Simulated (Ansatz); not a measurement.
# NaCl (Fm-3m): the cell at rest

Task: relax NaCl (Fm-3m) tightly.

Method: DFT PBEsol, scalar-relativistic, plane waves, PAW, in Ansatz 0.2.0.

Report form: the programs' logs are mostly left out.

The database entry behind the starting cell differs from later determinations by our own check (an axis about 0.4 % short against later determinations), so it need not match the best structure at ambient conditions.

## Step 1: The starting structure

Symmetry: Fm-3m, No. 225, cubic system. Conventional cell: a = 5.620 Å, b = 5.620 Å, c = 5.620 Å, α = 90.00°, β = 90.00°, γ = 90.00°. Nearest to Na lie 6 Cl at 2.81 Å. Nearest to Cl lie 6 Na at 2.81 Å. Farther neighbours and most contacts between anions are not listed.

## Step 2: Probe on a coarse mesh

First a cheap look: the gap decides the mesh and the occupations, the pressure tells how far the cell has to move.

Contents of input.yaml:

```yaml
crystal:
  lattice:
    - [0.0, 2.81, 2.81]
    - [2.81, 0.0, 2.81]
    - [2.81, 2.81, 0.0]
  atoms:
    - { symbol: Na, position: [0.0, 0.0, 0.0] }
    - { symbol: Cl, position: [0.5, 0.5, 0.5] }
kpoints:
  mp_grid: { grid: [6, 6, 6] }
hamiltonian:
  xc: pbesol
scf:
  occupations: { method: gaussian, width: 0.1 }
output:
  forces: true
  stress: true
  eigenvalues: true
```

Started as:

```bash
ansatz run input.yaml --threads 4 --pin off --max-ram 7168MiB --backend cpu --events-out ev --progress --plain --runs-dir out
```

Run time: 0.39 s. Hardware: 4 threads of Arm Neoverse V2, shared host; peak memory 0.26 GiB.

Numbers from this step:

```
pressure           : -0.2419 GPa
gap on the k-mesh  : 4.975 eV
volume per atom    : 22.19 Å³
direct gap on mesh : 4.975 eV
```

The coarse mesh shows a gap of 4.97 eV and a pressure of -0.2 GPa.

## Step 3: Relaxation

Harmonic phonons are second derivatives at a point where the forces vanish, and they are wanted at zero stress, so atoms and cell are relaxed first.

input.yaml, the sections that differ from step 2:

```yaml
scf:
  occupations: { method: gaussian, width: 0.02 }
relax:
  adjacent_minimum: "off"
  f_tol: 0.005
  max_steps: 80
  cell: { stress_tol: 0.05 }
# crystal, kpoints, hamiltonian, output: as in step 2
```

The job ended after 2.3 s (4 threads; peak memory 0.28 GiB; 3.1 s of CPU time).

The steps of the relaxation:

```csv
step,energy less that of the first step (eV),largest force component (eV/Å),pressure (GPa),volume (Å³)
1,0.0000,0.0000,-0.24,44.38
2,-0.0003,0.0000,-0.08,44.10
3,-0.0003,0.0000,0.00,43.95
4*,-0.0003,0.0000,0.00,43.95
```

Relaxation steps marked * repeat the geometry before them on a plane-wave basis chosen anew for their cell, so energy and pressure can jump there.

The run keeps the 48 symmetry operations that it works with, so distortions that break them were not tested.

```csv
"conventional cell, symmetrised",before,after,change
a (Å),5.620,5.602,-0.3 %
b (Å),5.620,5.602,-0.3 %
c (Å),5.620,5.602,-0.3 %
volume (Å³/atom),22.19,21.97,-1.0 %
```

The relaxed structure:

```xyz
2
Lattice="0.0000 2.8010 2.8010 2.8010 0.0000 2.8010 2.8010 2.8010 0.0000" Properties=species:S:1:pos:R:3 pbc="T T T"
Na    0.0000    0.0000    0.0000
Cl    2.8010    2.8010    2.8010
```

Numbers from this step:

```yaml
pressure: 0.002012 GPa
gap_on_the_k_mesh: 5.011 eV
volume_per_atom: 21.97 Å³
direct_gap_on_mesh: 5.011 eV
```

In this step the volume went from 22.19 to 21.97 Å³/atom.

## Step 4: Relaxing to small forces for the phonons

Phonons need a cell at rest on their own settings, so the relaxation is repeated with tight tolerances on forces and stress on the k mesh and occupations of the first response run.

Contents of input.yaml:

```yaml
crystal:
  lattice:
    - [0.0, 2.8009762142, 2.8009762142]
    - [2.8009762142, 0.0, 2.8009762142]
    - [2.8009762142, 2.8009762142, 0.0]
  atoms:
    - { symbol: Na, position: [0.0, 0.0, 0.0] }
    - { symbol: Cl, position: [0.5, 0.5, 0.5] }
kpoints:
  mp_grid: { grid: [8, 8, 8] }
hamiltonian:
  xc: pbesol
scf:
  occupations: { method: fixed }
output:
  forces: true
  stress: true
  eigenvalues: true
relax:
  adjacent_minimum: "off"
  f_tol: 0.001
  max_steps: 60
  cell: { stress_tol: 0.01 }
```

Run time: 2.1 s. Hardware: 4 threads; peak memory 0.28 GiB; 2.5 s of CPU time.

Little changed from the start: no atom moved by 0.005 Å and no cell edge by 0.1 %.

Numbers from this step:

```
pressure : 0.001429 GPa
```

The forces vanish by symmetry and the pressure is 0.001 GPa, within the tolerances set. The cell now holds 21.97 Å³/atom.

## Step 5: What came out

* space group after relaxation: Fm-3m
* lattice constant a: 5.602 Å
* lattice constant b: 5.602 Å
* lattice constant c: 5.602 Å
* volume per atom: 22.0 Å³
* gap on the k-mesh: 5.01 eV

In words: The forces vanish by symmetry and the pressure is 0.001 GPa, within the tolerances set. The cell now holds 21.97 Å³/atom. The relaxation keeps the symmetry of its start, so it says nothing on stability against lower symmetry.

[Logs are printed without paths, hosts, clocks, repeated set-up lines and the standing remarks that a program may print on its own settings, such as how far it seeks lower states.]

[Hosts, paths, dates, database ids (printed as entryN), source tags and the programs' standing remarks are cut or masked in the printed files.]
